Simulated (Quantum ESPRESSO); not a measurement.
Computed O K edges (Quantum ESPRESSO XSpectra, LDA, full core hole (charged cell), supercells with 5.8 to 5.8 Å between holes, Lorentzian half width 0.4 eV up to 4 eV, rising linearly to 1.75 eV at 25 eV (folded afterwards from narrower runs)) of these absorbers are given in random order:
A. CdH2O2 (C2): 1 H at 0.98 Å, 1 Cd at 2.31 Å, 1 Cd at 2.36 Å and 1 Cd at 2.39 Å (distorted tetrahedral, site symmetry 1)
B. CdH2O2 (P-3m1): 1 H at 0.97 Å and 3 Cd at 2.32 Å (distorted tetrahedral, site symmetry 3m)

Energy from 524.8 eV of photon energy (total-energy differences plus the lowest empty eigenvalue of the charged cell, less 8.8 eV, the free-atom term for the hole's spin); mean of 1 over the first 20 eV. In the free atom LDA prices this hole about 4 eV below PBE, which is itself good to a few eV.

| E (eV) | spectrum 1 | spectrum 2 |
| --- | --- | --- |
| -2.0 | 0.06 | 0.06 |
| -1.4 | 0.07 | 0.06 |
| -0.8 | 0.08 | 0.08 |
| -0.2 | 0.11 | 0.10 |
| 0.4 | 0.15 | 0.13 |
| 1.0 | 0.23 | 0.19 |
| 1.6 | 0.39 | 0.31 |
| 2.2 | 0.57 | 0.47 |
| 2.8 | 0.97 | 0.79 |
| 3.4 | 1.56 | 1.27 |
| 4.0 | 2.37 | 2.04 |
| 4.6 | 2.38 | 2.67 |
| 5.2 | 1.84 | 2.25 |
| 5.8 | 1.72 | 1.88 |
| 6.4 | 1.79 | 1.84 |
| 7.0 | 1.87 | 1.77 |
| 7.6 | 1.71 | 1.56 |
| 8.2 | 1.38 | 1.28 |
| 8.8 | 1.15 | 1.06 |
| 9.4 | 1.04 | 1.02 |
| 10.0 | 0.95 | 1.01 |
| 10.6 | 0.86 | 0.95 |
| 11.2 | 0.77 | 0.85 |
| 11.8 | 0.67 | 0.77 |
| 12.4 | 0.59 | 0.66 |
| 13.0 | 0.55 | 0.62 |
| 13.6 | 0.53 | 0.62 |
| 14.2 | 0.52 | 0.58 |
| 14.8 | 0.53 | 0.54 |
| 15.4 | 0.56 | 0.55 |
| 16.0 | 0.60 | 0.59 |
| 16.6 | 0.65 | 0.64 |
| 17.2 | 0.72 | 0.70 |
| 17.8 | 0.78 | 0.75 |
| 18.4 | 0.83 | 0.79 |
| 19.0 | 0.87 | 0.84 |
| 19.6 | 0.91 | 0.89 |
| 20.2 | 0.94 | 0.93 |
| 20.8 | 0.96 | 0.96 |
| 21.4 | 0.98 | 0.98 |
| 22.0 | 0.97 | 0.99 |
| 22.6 | 0.94 | 0.97 |
| 23.2 | 0.90 | 0.93 |
| 23.8 | 0.86 | 0.87 |
| 24.4 | 0.82 | 0.81 |
| 25.0 | 0.79 | 0.77 |
| 25.6 | 0.76 | 0.74 |
| 26.2 | 0.73 | 0.72 |
| 26.8 | 0.70 | 0.69 |
| 27.4 | 0.67 | 0.66 |
| 28.0 | 0.66 | 0.64 |
| 28.6 | 0.66 | 0.63 |
| 29.2 | 0.67 | 0.63 |
| 29.8 | 0.68 | 0.63 |
| 30.4 | 0.68 | 0.64 |
| 31.0 | 0.68 | 0.65 |
| 31.6 | 0.67 | 0.66 |

Question: Which spectrum belongs to which crystal?

Spectrum 1 is A (rising edge 527.1 eV, maxima 4.3 eV (2.57) and 6.8 eV (1.88) above its zero). Spectrum 2 is B (rising edge 527.4 eV, maxima 4.4 eV (2.68) and 21.7 eV (0.99) above its zero). After the best relative shift (up to 4 eV allowed) the shapes differ by 8 % r.m.s. (of the curve's own r.m.s. level). Between 0 and 20 eV on the axis shown, they part most near 5.0 eV, where CdH2O2 (P-3m1) is higher by 0.5. The rising edges span 0.3 eV, lowest for CdH2O2 (C2). On this measure the closest forms look alike, so telling them apart would rest on single features. How much of a difference is left by the finite cells wasn't tested for these crystals.

 Lifetime broadening is put in by hand, and intensities beyond about 20 eV depend on it. All cells keep the holes under 6.5 Å apart, so shapes are probably not fully converged. The structures are entries of the Materials Project (computed), used as given.

[Hosts, paths, dates, database ids (printed as entryN), source tags and the programs' standing remarks are cut or masked in the printed files.]
